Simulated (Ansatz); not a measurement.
## TiBi3C: relaxing a made-up structure

This structure for TiBi3C is made up. Its elements were placed in a known structure type with a cell scaled to their sizes. What cell does the guess relax to, and how far off was it?

Calculated with Ansatz 0.2.0; DFT, PBEsol, plane-wave PAW, files of the set soft_1, scalar-relativistic, no spin, cell and ions relaxed at zero pressure; PAW set soft_1.

**1. Starting point**

It takes space group Pm-3m (No. 221, cubic). Conventional cell: a = 4.798 Å, b = 4.798 Å, c = 4.798 Å, α = 90.00°, β = 90.00°, γ = 90.00°. Nearest to Bi lie 2 C at 2.40 Å and 8 Bi at 3.39 Å and 4 Ti at 3.39 Å. Ti has 12 Bi at 3.39 Å nearest. Nearest to C lie 6 Bi at 2.40 Å. Farther neighbours are not listed.

Structure file:

```cif
data_structure
_symmetry_space_group_name_H-M 'Pm-3m'
_symmetry_Int_Tables_number 221
_cell_length_a 4.7980
_cell_length_b 4.7980
_cell_length_c 4.7980
_cell_angle_alpha 90.000
_cell_angle_beta 90.000
_cell_angle_gamma 90.000
_cell_volume 110.45
loop_
_atom_site_label
_atom_site_type_symbol
_atom_site_symmetry_multiplicity
_atom_site_Wyckoff_symbol
_atom_site_fract_x
_atom_site_fract_y
_atom_site_fract_z
_atom_site_occupancy
Bi1 Bi 3 c 0.50000 0.00000 0.50000 1
Ti1 Ti 1 a 0.00000 0.00000 0.00000 1
C1 C 1 b 0.50000 0.50000 0.50000 1
```

**2. Relaxation of the guess**

The guessed cell has no reason to be at equilibrium. It is relaxed with the atoms, within the space group of the guess.

input.yaml

```yaml
crystal:
  lattice:
    - [4.798, 0.0, 0.0]
    - [0.0, 4.798, 0.0]
    - [0.0, 0.0, 4.798]
  atoms:
    - { symbol: Bi, position: [0.5, 0.0, 0.5] }
    - { symbol: Bi, position: [0.0, 0.5, 0.5] }
    - { symbol: Bi, position: [0.5, 0.5, 0.0] }
    - { symbol: Ti, position: [0.0, 0.0, 0.0] }
    - { symbol: C, position: [0.5, 0.5, 0.5] }
kpoints:
  mp_grid: { grid: [6, 6, 6] }
scf:
  occupations: { method: fermi_dirac, width: 0.05 }
hamiltonian:
  xc: pbesol
  pseudopotentials: { kind: paw, azcp: { folder: soft_1 }, xc_functional: pbe }
relax:
  f_tol: 0.015
  max_steps: 70
  cell: {}
output:
  forces: true
  stress: true
```

Launch:

```bash
> ansatz run input.yaml --threads 4 --pin off --max-ram 8192MiB --backend cpu --events-out ev --progress --plain --runs-dir out
```

Numbers of over 12 decimals in the logs are rounded to 6 here.

What it wrote:

```text
Engine: ansatz 0.2.0, aarch64-unknown-linux-gnu
Pseudopotentials: kind: paw
Pseudopotential: Bi, paw, valence charge 15, recommended cutoff 420 eV (normal), soft_1/Bi.paw.azcp
Pseudopotential: Ti, paw, valence charge 12, recommended cutoff 420 eV (normal), soft_1/Ti.paw.azcp
Pseudopotential: C, paw, valence charge 4, recommended cutoff 420 eV (normal), soft_1/C.paw.azcp
Functional definition: PBEsol
  exchange = pbesol_x
  correlation = pbesol_c
Crystal: 5 atoms, lattice volume = 110.454 Å³
Basis set: ecut = 420 eV, 2109 PW (Γ), exchange–correlation on 72×72×72 points (8 copies of the dense FFT grid, shifted against one another)
Bands: 37, of which v1, the nominal top of the filled ones, is band 31 counted from 1 (30 counted from 0)
Symmetry: 48 space group operations
Space group: Pm-3m (ITA 221), of the structure as read, at distance tolerance 4.8e-5 Å
k-points: 20 of 216
Non-local potential: Bi, projectors of the file, l = 0: 2, l = 1: 2, l = 2: 2, l = 3: 1
Non-local potential: Ti, projectors of the file, l = 0: 3, l = 1: 2, l = 2: 3, l = 3: 1
Non-local potential: C, projectors of the file, l = 0: 2, l = 1: 2, l = 2: 1
PAW form: soft (Blöchl's): semilocal exchange-correlation on the pseudo side does not see the compensation charge
PAW frozen core: Bi, regenerated for the run's functional, and the local potential with it (the file was generated under x = pbe(κ = 0.804, μ = 0.219515), c = pbe(β = 0.066725))
PAW frozen core: Ti, regenerated for the run's functional, and the local potential with it (the file was generated under x = pbe(κ = 0.804, μ = 0.219515), c = pbe(β = 0.066725))
PAW frozen core: C, regenerated for the run's functional, and the local potential with it (the file was generated under x = pbe(κ = 0.804, μ = 0.219515), c = pbe(β = 0.066725))
PAW one-centre angular grid: Bi, 590 points (default); XC on 64 Gauss nodes
PAW one-centre angular grid: Ti, 590 points (default); XC on 64 Gauss nodes
PAW one-centre angular grid: C, 110 points (default); XC on 64 Gauss nodes
Initial density: superposition of atomic densities (chi_scale 0.1, normalization cell, long waves kept (reshape's long-wave potential 0.03 eV rms))
Initial wavefunctions: pseudopotential atomic-orbital guess
Functional: x = pbesol(κ = 0.804, μ = 0.123457), c = pbesol(β = 0.046)
SCF iter   1: F=—  HF=-39451.311134 eV  |F-HF|=—  |Δ(HF+E_count)|=         —  Δρ=1.22e-1  dr2=3.53e1  ethr=3.10e-3  ⟨swp⟩=6.7  Hψ=2883  notcnv=0
preconditioner: auto → Kerker (q_TF=auto, 2.471 Å⁻¹)  [metal: Δε(μ)=0.013 eV  Ē_g=15.234 eV  σ=0.050 eV  W_gap=0.06  n_scr=26 (ndim 8)  ℏωp=25.7 eV  f_vac=0.000  D(μ)=10.35/eV (n_scr^D=122)]
SCF iter   2: F=—  HF=-39449.613526 eV  |F-HF|=—  |Δ(HF+E_count)|=    1.70e0  Δρ=6.23e-2  dr2=1.03e1  ethr=3.10e-3  ⟨swp⟩=2.2  Hψ=1091  notcnv=1  defer=1
SCF iter   3: F=—  HF=-39448.864705 eV  |F-HF|=—  |Δ(HF+E_count)|=   7.49e-1  Δρ=1.33e-2  dr2=5.30e-1  ethr=3.10e-3  ⟨swp⟩=2.0  Hψ=1019  notcnv=0  defer=1
SCF iter   4: F=—  HF=-39448.822329 eV  |F-HF|=—  |Δ(HF+E_count)|=   4.24e-2  Δρ=2.54e-3  dr2=1.54e-2  ethr=8.70e-4  ⟨swp⟩=1.7  Hψ=900  notcnv=0
SCF iter   5: F=—  HF=-39448.820746 eV  |F-HF|=—  |Δ(HF+E_count)|=   1.58e-3  Δρ=4.35e-4  dr2=3.20e-4  ethr=2.53e-5  ⟨swp⟩=1.9  Hψ=844  notcnv=0
SCF iter   6: F=—  HF=-39448.820690 eV  |F-HF|=—  |Δ(HF+E_count)|=   5.54e-5  Δρ=1.04e-4  dr2=1.55e-5  ethr=5.24e-7  ⟨swp⟩=3.0  Hψ=1363  notcnv=0
SCF iter   7: F=—  HF=-39448.820685 eV  |F-HF|=—  |Δ(HF+E_count)|=   5.61e-6  Δρ=4.09e-5  dr2=2.64e-6  ethr=2.55e-8  ⟨swp⟩=2.0  Hψ=1171  notcnv=0
SCF iter   8: F=—  HF=-39448.820684 eV  |F-HF|=—  |Δ(HF+E_count)|=   3.86e-7  Δρ=1.05e-5  dr2=1.57e-7  ethr=4.33e-9  ⟨swp⟩=2.0  Hψ=1261  notcnv=0
SCF iter   9: F=-39448.820684 eV  HF=-39448.820684 eV  |F-HF|=4.67e-9  |Δ(HF+E_count)|=   6.29e-9  Δρ=2.30e-6  dr2=7.72e-9  ethr=1.64e-10  ⟨swp⟩=4.0  Hψ=2258  notcnv=0
SCF 1 converged in 9 iterations: F = -39448.820684 eV  dr2 = 7.72e-9
  greatest PAW one-centre occupation: 0.999 electrons in one spin orbital (limit 2), on the Ti atom at site 3 (counted from 0), in its partial waves of l = 0
relax step   1: F+E_penalty+E_count = -39448.82068447 eV  Δ(F+E_penalty+E_count) = +0.000e0 eV  max|allowed force component| = 2.424e-29 eV/Å  Δτ_max = 0.0000 Å  P = +2.933 GPa  Ω = 110.454 Å³  (9 SCF iters, dr2 threshold 1.00e-7 eV, accepted)
Crystal: 5 atoms, lattice volume = 118.032 Å³
Basis set: ecut = 420 eV, 2325 PW (Γ), exchange–correlation on 72×72×72 points (8 copies of the dense FFT grid, shifted against one another)
Initial density: handed on by an earlier stage of this run
Initial wavefunctions: those handed on with the density
iter 1 solved again at ethr=2.19e-4 eV; its pass at ethr=3.10e-3 eV (dr2=1.34e-1 eV) is discarded
SCF iter   1: F=—  HF=-39448.848036 eV  |F-HF|=—  |Δ(HF+E_count)|=         —  Δρ=7.52e-3  dr2=1.31e-1  ethr=2.19e-4  ⟨swp⟩=1.0  Hψ=3605  notcnv=0
preconditioner: auto → Kerker (q_TF=auto, 2.444 Å⁻¹)  [metal: Δε(μ)=0.093 eV  Ē_g=16.366 eV  σ=0.050 eV  W_gap=0.36  n_scr=26 (ndim 8)  ℏωp=24.9 eV  f_vac=0.000  D(μ)=3.87/eV (n_scr^D=26)]
SCF iter   2: F=—  HF=-39448.830421 eV  |F-HF|=—  |Δ(HF+E_count)|=   1.76e-2  Δρ=3.40e-3  dr2=3.32e-2  ethr=2.15e-4  ⟨swp⟩=2.0  Hψ=937  notcnv=0
SCF iter   3: F=—  HF=-39448.825789 eV  |F-HF|=—  |Δ(HF+E_count)|=   4.63e-3  Δρ=8.62e-4  dr2=2.92e-3  ethr=5.44e-5  ⟨swp⟩=2.0  Hψ=913  notcnv=0
SCF iter   4: F=—  HF=-39448.825521 eV  |F-HF|=—  |Δ(HF+E_count)|=   2.68e-4  Δρ=2.24e-4  dr2=7.11e-5  ethr=4.79e-6  ⟨swp⟩=1.9  Hψ=807  notcnv=0
SCF iter   5: F=—  HF=-39448.825496 eV  |F-HF|=—  |Δ(HF+E_count)|=   2.47e-5  Δρ=3.98e-5  dr2=6.63e-6  ethr=1.17e-7  ⟨swp⟩=2.0  Hψ=951  notcnv=0
SCF iter   6: F=—  HF=-39448.825495 eV  |F-HF|=—  |Δ(HF+E_count)|=   1.03e-6  Δρ=1.56e-5  dr2=1.08e-6  ethr=1.09e-8  ⟨swp⟩=1.6  Hψ=755  notcnv=0
SCF iter   7: F=-39448.825495 eV  HF=-39448.825495 eV  |F-HF|=2.39e-9  |Δ(HF+E_count)|=   1.46e-7  Δρ=2.38e-6  dr2=9.49e-9  ethr=8.20e-10  ⟨swp⟩=4.0  Hψ=2247  notcnv=0
SCF 2 converged in 7 iterations: F = -39448.825495 eV  dr2 = 9.49e-9
relax step   2: F+E_penalty+E_count = -39448.82549526 eV  Δ(F+E_penalty+E_count) = -4.811e-3 eV  max|allowed force component| = 8.599e-30 eV/Å  Δτ_max = 0.0000 Å  P = -2.335 GPa  Ω = 118.032 Å³  energy of the carried Pulay correction = -1.811e-3 eV  (7 SCF iters, dr2 threshold 5.00e-7 eV, accepted)
Crystal: 5 atoms, lattice volume = 114.549 Å³
Basis set: ecut = 420 eV, 2205 PW (Γ), exchange–correlation on 72×72×72 points (8 copies of the dense FFT grid, shifted against one another)
iter 1 solved again at ethr=3.81e-5 eV; its pass at ethr=3.10e-3 eV (dr2=2.33e-2 eV) is discarded
SCF iter   1: F=—  HF=-39448.857946 eV  |F-HF|=—  |Δ(HF+E_count)|=         —  Δρ=3.21e-3  dr2=2.27e-2  ethr=3.81e-5  ⟨swp⟩=1.1  Hψ=3586  notcnv=0
preconditioner: auto → Kerker (q_TF=auto, 2.456 Å⁻¹)  [metal: Δε(μ)=0.069 eV  Ē_g=16.322 eV  σ=0.050 eV  W_gap=0.31  n_scr=26 (ndim 8)  ℏωp=25.3 eV  f_vac=0.000  D(μ)=4.22/eV (n_scr^D=26)]
SCF iter   2: F=—  HF=-39448.854938 eV  |F-HF|=—  |Δ(HF+E_count)|=   3.01e-3  Δρ=1.50e-3  dr2=5.90e-3  ethr=3.72e-5  ⟨swp⟩=1.9  Hψ=790  notcnv=0
SCF iter   3: F=—  HF=-39448.854016 eV  |F-HF|=—  |Δ(HF+E_count)|=   9.23e-4  Δρ=2.89e-4  dr2=3.16e-4  ethr=9.67e-6  ⟨swp⟩=1.9  Hψ=880  notcnv=0
SCF iter   4: F=—  HF=-39448.853976 eV  |F-HF|=—  |Δ(HF+E_count)|=   3.93e-5  Δρ=3.93e-5  dr2=3.43e-6  ethr=5.18e-7  ⟨swp⟩=1.9  Hψ=816  notcnv=0
iter 5 did not close the SCF: its close was put off for the readings that it lacked (scf_convergence_deferred on its scf_iter line)
SCF iter   5: F=-39448.853976 eV  HF=-39448.853976 eV  |F-HF|=2.26e-7  |Δ(HF+E_count)|=   6.53e-7  Δρ=1.12e-5  dr2=3.37e-7  ethr=5.62e-9  ⟨swp⟩=2.0  Hψ=962  notcnv=0
SCF iter   6: F=-39448.853976 eV  HF=-39448.853976 eV  |F-HF|=8.16e-9  |Δ(HF+E_count)|=   8.37e-8  Δρ=3.01e-6  dr2=1.78e-8  ethr=5.53e-10  ⟨swp⟩=2.0  Hψ=2417  notcnv=0
SCF 3 converged in 6 iterations: F = -39448.853976 eV  dr2 = 1.78e-8
relax step   3: F+E_penalty+E_count = -39448.85397564 eV  Δ(F+E_penalty+E_count) = -2.848e-2 eV  max|allowed force component| = 1.239e-29 eV/Å  Δτ_max = 0.0000 Å  P = -0.149 GPa  Ω = 114.549 Å³  energy of the carried Pulay correction = -9.937e-4 eV  (6 SCF iters, dr2 threshold 5.00e-7 eV, accepted)
Crystal: 5 atoms, lattice volume = 114.336 Å³
iter 1 solved again at ethr=1.40e-7 eV; its pass at ethr=3.10e-3 eV (dr2=8.57e-5 eV) is discarded
SCF iter   1: F=—  HF=-39448.854114 eV  |F-HF|=—  |Δ(HF+E_count)|=         —  Δρ=2.05e-4  dr2=9.19e-5  ethr=1.40e-7  ⟨swp⟩=2.0  Hψ=3367  notcnv=0
preconditioner: auto → Kerker (q_TF=auto, 2.457 Å⁻¹)  [metal: Δε(μ)=0.092 eV  Ē_g=16.364 eV  σ=0.050 eV  W_gap=0.40  n_scr=26 (ndim 8)  ℏωp=25.3 eV  f_vac=0.000  D(μ)=4.04/eV (n_scr^D=26)]
SCF iter   2: F=—  HF=-39448.854096 eV  |F-HF|=—  |Δ(HF+E_count)|=   1.86e-5  Δρ=9.45e-5  dr2=2.34e-5  ethr=1.40e-7  ⟨swp⟩=1.9  Hψ=824  notcnv=0
SCF iter   3: F=—  HF=-39448.854128 eV  |F-HF|=—  |Δ(HF+E_count)|=   3.24e-5  Δρ=1.95e-5  dr2=1.46e-6  ethr=3.84e-8  ⟨swp⟩=1.9  Hψ=876  notcnv=0
iter 4 did not close the SCF: its close was put off for the readings that it lacked (scf_convergence_deferred on its scf_iter line)
SCF iter   4: F=-39448.854128 eV  HF=-39448.854128 eV  |F-HF|=9.71e-9  |Δ(HF+E_count)|=   1.73e-7  Δρ=3.06e-6  dr2=1.52e-8  ethr=2.39e-9  ⟨swp⟩=2.0  Hψ=824  notcnv=0
iter 5 did not close the SCF: its close was put off for the readings that it lacked (scf_convergence_deferred on its scf_iter line)
SCF iter   5: F=-39448.854128 eV  HF=-39448.854128 eV  |F-HF|=2.02e-9  |Δ(HF+E_count)|=   5.33e-9  Δρ=9.22e-7  dr2=2.72e-9  ethr=2.50e-11  ⟨swp⟩=3.0  Hψ=1516  notcnv=0
SCF iter   6: F=-39448.854128 eV  HF=-39448.854128 eV  |F-HF|=5.82e-11  |Δ(HF+E_count)|=  8.66e-10  Δρ=2.46e-7  dr2=1.25e-10  ethr=4.46e-12  ⟨swp⟩=1.9  Hψ=1947  notcnv=0
SCF 4 converged in 6 iterations: F = -39448.854128 eV  dr2 = 1.25e-10
relax step   4: F+E_penalty+E_count = -39448.85412799 eV  Δ(F+E_penalty+E_count) = -1.523e-4 eV  max|allowed force component| = 3.734e-30 eV/Å  Δτ_max = 0.0000 Å  P = -0.004 GPa  Ω = 114.336 Å³  energy of the carried Pulay correction = -9.429e-4 eV  (6 SCF iters, dr2 threshold 5.56e-8 eV, accepted)
Initial wavefunctions: pseudopotential atomic-orbital guess (no wavefunctions were taken with the density)
iter 1 solved again at ethr=4.31e-7 eV; its pass at ethr=3.10e-3 eV (dr2=2.63e-4 eV) is discarded
SCF iter   1: F=—  HF=-39448.855121 eV  |F-HF|=—  |Δ(HF+E_count)|=         —  Δρ=1.60e-4  dr2=9.73e-7  ethr=4.31e-7  ⟨swp⟩=3.0  Hψ=4708  notcnv=0
preconditioner: auto → Kerker (q_TF=auto, 2.457 Å⁻¹)  [metal: Δε(μ)=0.094 eV  Ē_g=16.366 eV  σ=0.050 eV  W_gap=0.40  n_scr=26 (ndim 8)  ℏωp=25.3 eV  f_vac=0.000  D(μ)=4.03/eV (n_scr^D=26)]
SCF iter   2: F=—  HF=-39448.855137 eV  |F-HF|=—  |Δ(HF+E_count)|=   1.52e-5  Δρ=8.14e-5  dr2=2.30e-7  ethr=1.59e-9  ⟨swp⟩=2.0  Hψ=1260  notcnv=0
SCF iter   3: F=—  HF=-39448.855140 eV  |F-HF|=—  |Δ(HF+E_count)|=   3.47e-6  Δρ=4.49e-6  dr2=2.14e-9  ethr=3.77e-10  ⟨swp⟩=2.0  Hψ=839  notcnv=0
SCF iter   4: F=—  HF=-39448.855140 eV  |F-HF|=—  |Δ(HF+E_count)|=   9.13e-9  Δρ=3.79e-7  dr2=8.35e-11  ethr=3.51e-12  ⟨swp⟩=2.0  Hψ=978  notcnv=0
iter 5 did not close the SCF: its close was put off for the readings that it lacked (scf_convergence_deferred on its scf_iter line)
SCF iter   5: F=-39448.855140 eV  HF=-39448.855140 eV  |F-HF|=2.91e-11  |Δ(HF+E_count)|=  1.46e-11  Δρ=1.01e-7  dr2=8.73e-12  ethr=1.00e-12  ⟨swp⟩=1.0  Hψ=740  notcnv=0
iter 6 did not close the SCF: its close was put off for the readings that it lacked (scf_convergence_deferred on its scf_iter line)
SCF iter   6: F=-39448.855140 eV  HF=-39448.855140 eV  |F-HF|=1.46e-11  |Δ(HF+E_count)|=  2.91e-11  Δρ=1.05e-8  dr2=9.45e-14  ethr=1.00e-12  ⟨swp⟩=1.0  Hψ=740  notcnv=0
iter 7 did not close the SCF: its close was put off for the readings that it lacked (scf_convergence_deferred on its scf_iter line)
SCF iter   7: F=-39448.855140 eV  HF=-39448.855140 eV  |F-HF|=2.18e-11  |Δ(HF+E_count)|=    0.00e0  Δρ=3.54e-9  dr2=2.21e-14  ethr=1.00e-12  ⟨swp⟩=1.0  Hψ=740  notcnv=0
iter 8 did not close the SCF: its close was put off for the readings that it lacked (scf_convergence_deferred on its scf_iter line)
SCF iter   8: F=-39448.855140 eV  HF=-39448.855140 eV  |F-HF|=0.00e0  |Δ(HF+E_count)|=  7.28e-12  Δρ=1.03e-9  dr2=2.55e-15  ethr=1.00e-12  ⟨swp⟩=1.0  Hψ=740  notcnv=0
SCF iter   9: F=-39448.855140 eV  HF=-39448.855140 eV  |F-HF|=7.28e-12  |Δ(HF+E_count)|=  2.18e-11  Δρ=2.15e-10  dr2=8.97e-17  ethr=1.00e-12  ⟨swp⟩=1.0  Hψ=1560  notcnv=0
SCF 5 converged in 9 iterations: F = -39448.855140 eV  dr2 = 8.97e-17
relax step   5: F+E_penalty+E_count = -39448.85514017 eV  Δ(F+E_penalty+E_count) = -1.012e-3 eV  max|allowed force component| = 1.120e-29 eV/Å  Δτ_max = 0.0000 Å  P = +0.005 GPa  Ω = 114.336 Å³  stress off target by 5.05e-3 GPa  SCF on the basis re-selected at this cell (its energy is not comparable with the rows above)  (9 SCF iters)
basis re-selected at this cell: Δ(F+E_penalty+E_count) = -1.012e-3 eV, ΔP = +0.009 GPa vs the last step (what re-selecting the basis moved, of the pressure what is left beyond the Pulay correction that the steps carried, after the strain that the cell walked since its last selection, with what the two solves' SCF thresholds leave and, on support functions, any second-order correction that the steps lacked; it is no m [...]
SCF converged after 9 iterations
Free energy (F): -39448.855140 eV
Harris-Foulkes:  -39448.855140 eV  (|F-HF|=7.28e-12)
Internal energy: -39448.818742 eV  (E = F + TS)
E sigma→0 (E₀):  -39448.836941 eV
Entropy (-TS):   -0.036398 eV (-7.280 meV/atom)
Fermi energy:    12.274917 eV
--- Per-component energies (eV) ---
  E_band       = -370.398608
  E_kinetic    = 1124.189180
  E_local      = -4568.799136  (includes V_loc(G=0)·N_el)
  E_nonlocal   = 1321.303570
  E_hartree    = 1706.513147
  E_xc         = -611.343236
  E_vxc        = -593.227516  (∫ρ·V_xc dr)
  E_paw        = -32641.466470  (= ΣΔE_a)
  E_vpaw       = -1066.891549  (= ΣTr[D̂ρ^β])
  E_aug_tail   = 0.000551  (compensation charges beyond the density's cutoff)
  E_ewald      = -5779.646216
  E_core_change = 0.429868  (= ΣΔE_core)
  E_smearing   = -0.036398  (= −TS)
  E_closure    = -0.000000  (closes the sum)
  Σ components = -39448.855140   (vs F -39448.855140, Δ=0.00e0)
--- Forces (eV/Å), atoms counted from 1 ---
  atom   1  Bi     0.00000000     0.00000000     0.00000000
  atom   2  Bi     0.00000000     0.00000000     0.00000000
  atom   3  Bi     0.00000000    -0.00000000    -0.00000000
  atom   4  Ti    -0.00000000    -0.00000000     0.00000000
  atom   5  C     -0.00000000     0.00000000     0.00000000
  max |Σ_I F_I| component: 8.55e-30 eV/Å
--- Stress (GPa, compression-positive) ---
        0.005053      -0.000000       0.000000
       -0.000000       0.005053      -0.000000
        0.000000      -0.000000       0.005053
  P = ⅓ Tr σ = 0.0051 GPa (0.051 kbar)
--- Relaxed structure (4 steps of the walk, 4 accepted, 1 SCFs on fresh bases) ---
  F+E_penalty+E_count = -39448.85514017 eV   max|allowed force component| = 1.120e-29 eV/Å   (the final SCF, on the basis selected at the relaxed cell)
  cell:  # Å, volume = 114.3359 Å³
    - [4.853566, 0, 0]
    - [0, 4.853566, 0.0]
    - [0, 0.0, 4.853566]
  atoms:
    - { symbol: Bi, position: [0.5, 0, 0.5] }
    - { symbol: Bi, position: [0, 0.5, 0.5] }
    - { symbol: Bi, position: [0.5, 0.5, 0] }
    - { symbol: Ti, position: [0, 0, 0] }
    - { symbol: C, position: [0.5, 0.5, 0.5] }
```

Elapsed: 6 s, on 4 threads of Arm Neoverse V2, shared host; peak memory 0.47 GiB; 22 s of CPU time.

The steps of the relaxation:

```csv
step,energy less that of the first step (eV),largest force component (eV/Å),pressure (GPa),volume (Å³)
1,0.0000,0.0000,2.93,110.45
2,-0.0048,0.0000,-2.34,118.03
3,-0.0333,0.0000,-0.15,114.55
4,-0.0334,0.0000,0.00,114.34
5*,-0.0345,0.0000,0.01,114.34
```

Relaxation steps marked * repeat the geometry before them on a plane-wave basis chosen anew for their cell, so energy and pressure can jump there.

The run keeps the 48 symmetry operations that it works with, so distortions that break them were not tested.

```csv
"conventional cell, symmetrised",before,after,change
a (Å),4.798,4.854,+1.2 %
b (Å),4.798,4.854,+1.2 %
c (Å),4.798,4.854,+1.2 %
volume (Å³/atom),22.09,22.87,+3.5 %
```

Final coordinates:

```xyz
5
Lattice="4.8536 0.0000 0.0000 0.0000 4.8536 0.0000 0.0000 0.0000 4.8536" Properties=species:S:1:pos:R:3 pbc="T T T"
Bi    2.4268    0.0000    2.4268
Bi    0.0000    2.4268    2.4268
Bi    2.4268    2.4268    0.0000
Ti    0.0000    0.0000    0.0000
C     2.4268    2.4268    2.4268
```

This step gave:

* free energy: -39448.8551 eV
* energy at zero smearing: -39448.8369 eV
* smearing term TS: 0.03640 eV
* Fermi energy: 12.27 eV
* electrons: 61
* symmetry operations: 48
* pressure: 0.005053 GPa

Shortest distances by pair of elements, guess and relaxed (not always the same contact):

```csv
pair,guess (Å),relaxed (Å)
Bi–C,2.399,2.427
Bi–Bi,3.393,3.432
Bi–Ti,3.393,3.432
C–Ti,4.155,4.203
Ti–Ti,4.798,4.854
```

The relaxation ends with a pressure of 0.01 GPa.

**3. Outcome**

```yaml
space_group_relaxed: Pm-3m
conventional_cell: a = 4.854, b = 4.854, c = 4.854 Å; α = 90.0°, β = 90.0°, γ = 90.0°
volume_per_atom: 22.87 Å³ (guess 22.09)
```

What this shows: TiBi3C relaxes to Pm-3m with a = 4.854, b = 4.854 and c = 4.854 Å. The guessed volume was 3 % too small. The space group Pm-3m was held in the relaxation, so the end point is a stationary structure within it and may be a saddle against distortions or other arrangements. Mesh and cutoff weren't tested. Spin-orbit coupling is left out, which can matter for elements this heavy. No dispersion term is used, so weakly bound directions may come out too long. The runs have no spin, and magnetism wasn't tested. Nothing here tests whether the compound is stable against decomposition.

[Logs are printed without paths, hosts, clocks, repeated set-up lines and the standing remarks that a program may print on its own settings, such as how far it seeks lower states.]

[Hosts, paths, dates, database ids (printed as entryN), source tags and the programs' standing remarks are cut or masked in the printed files.]
